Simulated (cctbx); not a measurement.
# A crystallographic session in cctbx: Ti3TlS6

Library: cctbx 2025.11. The data are simulated by the first script.

## 1. Simulate the data

run.py:

```python
from cctbx import adptbx, crystal, miller, sgtbx, xray
from cctbx.array_family import flex
from iotbx.shelx import hklf
from scitbx import matrix
import scitbx.random

cs = crystal.symmetry(unit_cell=(3.535, 3.535, 22.298, 90, 90, 120), space_group_symbol='Hall: -P 3 2"')  # P-3m1
atoms = [  # label, site, U (iso, or U11 U22 U33 U12 U13 U23 in A^2), occupancy
    ("Tl1", (0, 0, 0.5), 0.0069, 1),
    ("Ti1", (0, 0, 0.6473), 0.0096, 1),
    ("Ti2", (0, 0, 0), 0.0112, 1),
    ("S1", (2/3, 1/3, 0.9299), 0.0115, 1),
    ("S2", (2/3, 1/3, 0.2856), 0.0120, 1),
    ("S3", (2/3, 1/3, 0.5766), 0.0131, 1),
]
xs = xray.structure(crystal_symmetry=cs)
for label, site, u, occ in atoms:
    u = adptbx.u_cif_as_u_star(cs.unit_cell(), u) if isinstance(u, tuple) else u
    xs.add_scatterer(xray.scatterer(label, site=site, u=u, occupancy=occ))
xs.set_inelastic_form_factors(0.71073, "sasaki")
xs.show_summary()
p1 = xs.expand_to_p1()
ms = miller.build_set(p1, anomalous_flag=True, d_min=0.75)
flex.set_random_seed(224595)
scitbx.random.set_random_seed(224595)
ms = ms.select(flex.random_double(ms.size()) < 0.5)
i = ms.structure_factors_from_scatterers(p1, algorithm="direct").f_calc().as_intensity_array().data()
law = matrix.sqr((-1, 1, 0, 0, 1, 0, 0, 0, -1))
mate = flex.miller_index([tuple(matrix.row(h) * law) for h in ms.indices()])
i2 = ms.customized_copy(indices=mate).structure_factors_from_scatterers(p1, algorithm="direct").f_calc().as_intensity_array().data()
i = (1 - 0.12) * i + 0.12 * i2
i = i * 20000 / flex.max(i)
sig = flex.sqrt(i + flex.pow2(0.06 * i) + 2 ** 2)
noise = scitbx.random.variate(scitbx.random.normal_distribution())(i.size())
data = ms.array(data=i + sig * noise, sigmas=sig).set_observation_type_xray_intensity()
with open("data.hkl", "w") as f:
    data.export_as_shelx_hklf(f)
print("reflections written:", data.size(), " <I/sigma> = %.1f" % flex.mean(data.data() / data.sigmas()))
for h, a, b in list(data.sort("data"))[:12]:
    print("%4d%4d%4d %9.1f %7.1f" % (h + (a, b)))
```

```console
$ python run.py
```

```text
Number of scatterers: 6
At special positions: 6
Unit cell: (3.535, 3.535, 22.298, 90, 90, 120)
Space group: P -3 m 1 (No. 164)
reflections written: 1187  <I/sigma> = 14.7
   1   1   0   20087.3  1208.3
  -1  -1   0   19771.9  1208.3
   0   0 -14   15702.9  1011.4
   0   1  -8   11956.1   726.3
  -1   2  14   11728.0   659.2
  -1   1   8   11509.6   726.3
   2  -1  14   11405.5   659.2
   0  -1   8   11262.9   726.3
  -1   2 -14   11092.3   659.2
   0  -2   6   10789.0   620.7
   1   1 -14   10661.2   659.2
   2  -2  -6   10345.3   620.7
```

Run time: 0.45 s on 1 thread of Arm Neoverse N1 (shared host), peak memory 0.07 GiB.

## 2. Symmetry

run.py:

```python
from cctbx import crystal, sgtbx, statistics
from cctbx.array_family import flex
from iotbx.shelx import hklf

p1 = crystal.symmetry(unit_cell=(3.535, 3.535, 22.298, 90, 90, 120), space_group_symbol="P 1")
raw = hklf.reader(file_name="data.hkl").as_miller_arrays(crystal_symmetry=p1, anomalous=True)[0]
print(raw.size(), "reflections to d = %.3f A" % raw.d_min())
isig = raw.data() / raw.sigmas()
print("centring   violations  <I/sigma> of those")
best = "P"
for c in "ABCIRF":
    a = raw.customized_copy(space_group_info=sgtbx.space_group_info("Hall: %s 1" % c)).sys_absent_flags().data()
    m = flex.mean(isig.select(a))
    print("%5s %10d of %5d %8.1f" % (c, (isig.select(a) > 4).count(True), a.count(True), m))
    if (isig.select(a) > 4).count(True) < 0.01 * a.count(True):
        best = c
raw = raw.select(~raw.customized_copy(space_group_info=sgtbx.space_group_info("Hall: %s 1" % best)).sys_absent_flags().data())
isig = raw.data() / raw.sigmas()
rows = []
for s in sgtbx.space_group_symbol_iterator():
    g = sgtbx.space_group(s)
    if g.conventional_centring_type_symbol() != best or not g.is_compatible_unit_cell(p1.unit_cell(), 1e-3, 0.02):
        continue
    rows.append((s, g))
print("Laue class    unique    Rint  (classes that these axes allow; Friedel mates merged)")
rint = {}
for s, g in rows:
    laue = g.build_derived_patterson_group()
    key = laue.type().hall_symbol()
    if key not in rint:
        m = raw.customized_copy(space_group_info=laue.info(), anomalous_flag=False).merge_equivalents()
        rint[key] = m.r_int()
        print("%-14s %6d %7.3f" % (laue.type().lookup_symbol(), m.array().size(), m.r_int()))
floor = min(rint.values())
good = [(s, g) for s, g in rows if rint[g.build_derived_patterson_group().type().hall_symbol()] < 2 * floor + 0.03]
top = max(g.build_derived_patterson_group().order_z() for s, g in good)
print("space group    extra absences  I>4sigma  <I/sigma>")
for s, g in good:
    laue = g.build_derived_patterson_group()
    if laue.order_z() != top:
        continue
    a = raw.customized_copy(space_group_info=g.info()).sys_absent_flags().data()
    a &= ~raw.customized_copy(space_group_info=laue.info()).sys_absent_flags().data()
    bad = (isig.select(a) > 4).count(True)
    if bad <= 0.03 * a.count(True):
        print("%-16s %8d %10d %9s  %s" % (s.universal_hermann_mauguin(), a.count(True), bad, "%.1f" % flex.mean(isig.select(a)) if a.count(True) else "-", "centric" if g.is_centric() else "acentric"))
laue = max(good, key=lambda t: t[1].build_derived_patterson_group().order_z())[1].build_derived_patterson_group()
f = raw.customized_copy(space_group_info=laue.info(), anomalous_flag=False).merge_equivalents().array().eliminate_sys_absent().f_sq_as_f()
f.set_observation_type_xray_amplitude()
bins = max(3, min(8, f.size() // 12))
f.setup_binner(n_bins=bins)
w = statistics.wilson_plot(f, {e: n / laue.order_z() for e, n in {'Tl': 1.0, 'Ti': 3.0, 'S': 6.0}.items()}, e_statistics=True)
print("Wilson B = %.2f A^2   <|E^2-1|> = %.3f (0.968 centric, 0.736 acentric)   E^2>4: %.1f %%" % (w.wilson_b, w.mean_e_sq_minus_1, w.percent_e_sq_gt_2))
print("shell (A)         n   <I/sigma>")
m = raw.customized_copy(space_group_info=laue.info(), anomalous_flag=False).merge_equivalents().array().eliminate_sys_absent()
for b in m.setup_binner(n_bins=bins).range_used():
    sel = m.binner().selection(b)
    print("%5.2f - %4.2f %6d %8.1f" % (min(m.binner().bin_d_range(b)[0] if m.binner().bin_d_range(b)[0] > 0 else 99, 99), m.binner().bin_d_range(b)[1], sel.count(True), flex.mean((m.data() / m.sigmas()).select(sel))))
```

```console
$ python run.py
```

```text
1187 reflections to d = 0.753 A
centring   violations  <I/sigma> of those
    A        593 of   593     14.7
    B        589 of   589     14.7
    C        584 of   584     14.7
    I        603 of   603     14.7
    R        798 of   798     14.6
    F        883 of   883     14.7
Laue class    unique    Rint  (classes that these axes allow; Friedel mates merged)
P -1              892   0.035
P 1 1 2/m         571   0.144
P -3              405   0.041
P -3 1 m          259   0.158
P -3 m 1          294   0.043
P 6/m             222   0.157
P 6/m m m         185   0.159
space group    extra absences  I>4sigma  <I/sigma>
P 3 2 1                 0          0         -  acentric
P 3 m 1                 0          0         -  acentric
P -3 m 1                0          0         -  centric
Wilson B = 0.43 A^2   <|E^2-1|> = 0.592 (0.968 centric, 0.736 acentric)   E^2>4: 0.3 %
shell (A)         n   <I/sigma>
11.15 - 1.50     47     24.7
 1.50 - 1.19     38     24.1
 1.19 - 1.04     39     28.6
 1.04 - 0.95     37     26.2
 0.95 - 0.88     28     26.3
 0.88 - 0.83     37     29.7
 0.83 - 0.79     34     26.8
 0.79 - 0.75     34     25.6
```

Time: 0.49 s.

## 3. Refinement

run.py:

```python
import math
from cctbx import adptbx, crystal, maptbx, sgtbx, xray
from cctbx.array_family import flex
from cctbx.xray import observations
from iotbx.shelx import hklf
from scitbx.lstbx import normal_eqns_solving
from smtbx import absolute_structure, utils
from smtbx.refinement import constraints, least_squares

cs = crystal.symmetry(unit_cell=(3.535, 3.535, 22.298, 90, 90, 120), space_group_symbol='Hall: -P 3 2"')  # P-3m1
atoms = [  # label, site, U (iso, or U11 U22 U33 U12 U13 U23 in A^2), occupancy
    ("Tl1", (0, 0, 0.5), 0.0200, 1),
    ("Ti1", (0, 0, 0.6471), 0.0200, 1),
    ("Ti2", (0, 0, 0), 0.0200, 1),
    ("S1", (2/3, 1/3, 0.9297), 0.0200, 1),
    ("S2", (2/3, 1/3, 0.2865), 0.0200, 1),
    ("S3", (2/3, 1/3, 0.576), 0.0200, 1),
]
xs = xray.structure(crystal_symmetry=cs)
for label, site, u, occ in atoms:
    u = adptbx.u_cif_as_u_star(cs.unit_cell(), u) if isinstance(u, tuple) else u
    xs.add_scatterer(xray.scatterer(label, site=site, u=u, occupancy=occ))
xs.set_inelastic_form_factors(0.71073, "sasaki")
xs.convert_to_anisotropic()
raw = hklf.reader(file_name="data.hkl").as_miller_arrays(crystal_symmetry=cs, anomalous=True)[0]
merged = raw.eliminate_sys_absent().merge_equivalents()
fo2 = merged.array().set_observation_type_xray_intensity()
print("Rint %.3f, %d unique reflections to %.2f A" % (merged.r_int(), fo2.size(), fo2.d_min()))
for sc in xs.scatterers():
    sc.flags.set_grad_site(True)
    sc.flags.set_grad_u_aniso(sc.flags.use_u_aniso())
    sc.flags.set_grad_u_iso(sc.flags.use_u_iso())
obs = fo2.as_xray_observations()
extra = {}
rep = constraints.reparametrisation(xs, [], utils.connectivity_table(xs), **extra)
ls = least_squares.crystallographic_ls(obs, rep, weighting_scheme=least_squares.mainstream_shelx_weighting(a=0, b=0))
print("cycle     R1     wR2    GooF  max shift (A)")
for cycle in range(8):
    ls.build_up()
    r1, wr2, goof = ls.r1_factor(cutoff_factor=2)[0], ls.wR2(), ls.goof()
    old = xs.sites_cart()
    normal_eqns_solving.levenberg_marquardt_iterations(ls, n_max_iterations=3, tau=1e-06, step_threshold=1e-7)
    big = flex.max((xs.sites_cart() - old).norms())
    print("%4d %7.4f %7.4f %7.3f %9.5f" % (cycle + 1, r1, wr2, goof, big))
    ls.build_up(objective_only=True)
    if abs(ls.wR2() - wr2) < 5e-5 and big < 5e-4:
        break
ls.build_up()
print("final R1 %.4f wR2 %.4f GooF %.3f  parameters %d  data/parameter %.1f" % (ls.r1_factor(cutoff_factor=2)[0], ls.wR2(), ls.goof(), ls.n_parameters, fo2.size() / ls.n_parameters))
cov = ls.covariance_matrix_and_annotations()
su = dict(zip(cov.annotations, (math.sqrt(max(v, 0)) for v in cov.matrix.matrix_packed_u_diagonal())))
a2 = cs.unit_cell().reciprocal_parameters()[0] ** -2
print("atom        x        y        z      Ueq    occ   su(xyz)  su(Uiso or U11)")
for sc in xs.scatterers():
    s = max(su.get(sc.label + k, 0) for k in (".x", ".y", ".z"))
    npd = "" if sc.is_positive_definite_u(cs.unit_cell()) else "  NPD"
    print("%-5s %8.5f %8.5f %8.5f %8.4f %6.3f %8.5f %7.4f%s" % ((sc.label,) + sc.site + (sc.u_iso_or_equiv(cs.unit_cell()), sc.occupancy, s, su.get(sc.label + ".uiso", su.get(sc.label + ".u11", 0) * a2), npd)))
fo = fo2.f_sq_as_f()
fc = fo.structure_factors_from_scatterers(xs, algorithm="direct").f_calc()
diff = fo.f_obs_minus_f_calc(1 / math.sqrt(ls.scale_factor()), fc).average_bijvoet_mates()
m = diff.fft_map(symmetry_flags=maptbx.use_space_group_symmetry, resolution_factor=0.25).apply_volume_scaling()
print("difference map: max %.2f min %.2f rms %.2f" % (m.statistics().max(), m.statistics().min(), m.statistics().sigma()))
peaks = m.peak_search(parameters=maptbx.peak_search_parameters(min_distance_sym_equiv=0.6, max_clusters=6)).all()
near = xs.closest_distances(peaks.sites(), distance_cutoff=4)
sps = cs.special_position_settings(min_distance_sym_equiv=0.5)
for k, (x, h) in enumerate(zip(peaks.sites(), peaks.heights())):
    ss = sps.site_symmetry(x)
    print("Q%-3d %7.4f %7.4f %7.4f %4d %7.2f  %.2f A from %s" % ((k + 1,) + tuple(t % 1 for t in ss.exact_site()) + (ss.multiplicity(), h, near.smallest_distances[k], xs.scatterers()[near.i_seqs[k]].label)))
```

```console
$ python run.py
```

```text
Rint 0.043, 294 unique reflections to 0.75 A
cycle     R1     wR2    GooF  max shift (A)
   1  0.1240  0.2919   8.394   0.03137
   2  0.0423  0.1663   4.784   0.00374
   3  0.0406  0.1644   4.729   0.00270
   4  0.0404  0.1642   4.722   0.00073
   5  0.0402  0.1641   4.720   0.00027
final R1 0.0402 wR2 0.1641 GooF 4.719  parameters 16  data/parameter 18.4
atom        x        y        z      Ueq    occ   su(xyz)  su(Uiso or U11)
Tl1    0.00000  0.00000  0.50000   0.0067  1.000  0.00000  0.0006
Ti1    0.00000  0.00000  0.64756   0.0094  1.000  0.00022  0.0014
Ti2    0.00000  0.00000  0.00000   0.0113  1.000  0.00000  0.0019
S1     0.66667  0.33333  0.92982   0.0151  1.000  0.00036  0.0020
S2     0.66667  0.33333  0.28543   0.0150  1.000  0.00035  0.0020
S3     0.66667  0.33333  0.57658   0.0168  1.000  0.00038  0.0021
difference map: max 5.23 min -4.14 rms 0.55
Q1    0.3333  0.6667  0.7824    2    5.49  1.51 A from S2
Q2    0.3333  0.6667  0.1417    2    3.69  1.59 A from S1
Q3    0.0000  0.0000  0.2804    2    2.77  1.61 A from Ti1
Q4    0.3333  0.6667  0.4290    2    2.65  0.13 A from S3
Q5    0.0000  0.0000  0.3657    2    2.36  0.29 A from Ti1
Q6    0.3333  0.6667  0.3678    2    2.28  1.24 A from S3
```

Time: 0.74 s.

This run holds a fault made on purpose: twinning ignored.

## 4. Refinement (twin law added)

run.py, as its changes from the last script of this kind:

```diff
@@ -33,2 +33,3 @@
-obs = fo2.as_xray_observations()
-extra = {}
+twin = xray.twin_component(sgtbx.rot_mx((-1, 1, 0, 0, 1, 0, 0, 0, -1)), 0.2, True)
+obs = observations.customized_copy(fo2.as_xray_observations(), (), (twin,))
+extra = dict(twin_fractions=(twin,))
@@ -58,11 +59 @@
-fo = fo2.f_sq_as_f()
-fc = fo.structure_factors_from_scatterers(xs, algorithm="direct").f_calc()
-diff = fo.f_obs_minus_f_calc(1 / math.sqrt(ls.scale_factor()), fc).average_bijvoet_mates()
-m = diff.fft_map(symmetry_flags=maptbx.use_space_group_symmetry, resolution_factor=0.25).apply_volume_scaling()
-print("difference map: max %.2f min %.2f rms %.2f" % (m.statistics().max(), m.statistics().min(), m.statistics().sigma()))
-peaks = m.peak_search(parameters=maptbx.peak_search_parameters(min_distance_sym_equiv=0.6, max_clusters=6)).all()
-near = xs.closest_distances(peaks.sites(), distance_cutoff=4)
-sps = cs.special_position_settings(min_distance_sym_equiv=0.5)
-for k, (x, h) in enumerate(zip(peaks.sites(), peaks.heights())):
-    ss = sps.site_symmetry(x)
-    print("Q%-3d %7.4f %7.4f %7.4f %4d %7.2f  %.2f A from %s" % ((k + 1,) + tuple(t % 1 for t in ss.exact_site()) + (ss.multiplicity(), h, near.smallest_distances[k], xs.scatterers()[near.i_seqs[k]].label)))
+print("twin fraction %.3f" % twin.value)
```

```console
$ python run.py
```

```text
Rint 0.043, 294 unique reflections to 0.75 A
cycle     R1     wR2    GooF  max shift (A)
   1  0.1146  0.2714   7.820   0.01724
   2  0.0265  0.0749   2.157   0.00175
   3  0.0221  0.0582   1.676   0.00114
   4  0.0194  0.0472   1.360   0.00077
   5  0.0178  0.0407   1.172   0.00052
   6  0.0171  0.0371   1.068   0.00035
   7  0.0167  0.0353   1.016   0.00024
   8  0.0165  0.0344   0.990   0.00016
final R1 0.0164 wR2 0.0339 GooF 0.978  parameters 17  data/parameter 17.3
atom        x        y        z      Ueq    occ   su(xyz)  su(Uiso or U11)
Tl1    0.00000  0.00000  0.50000   0.0068  1.000  0.00000  0.0001
Ti1    0.00000  0.00000  0.64733   0.0097  1.000  0.00005  0.0003
Ti2    0.00000  0.00000  0.00000   0.0113  1.000  0.00000  0.0004
S1     0.66667  0.33333  0.92991   0.0119  1.000  0.00007  0.0004
S2     0.66667  0.33333  0.28558   0.0116  1.000  0.00007  0.0004
S3     0.66667  0.33333  0.57658   0.0131  1.000  0.00008  0.0005
twin fraction 0.123
```

Run time: 0.94 s on 1 thread of Arm Neoverse N1, with other jobs on the host, peak memory 0.09 GiB.

[Logs are printed without paths, hosts, clocks, repeated set-up lines and the standing remarks that a program may print on its own settings, such as how far it seeks lower states.]
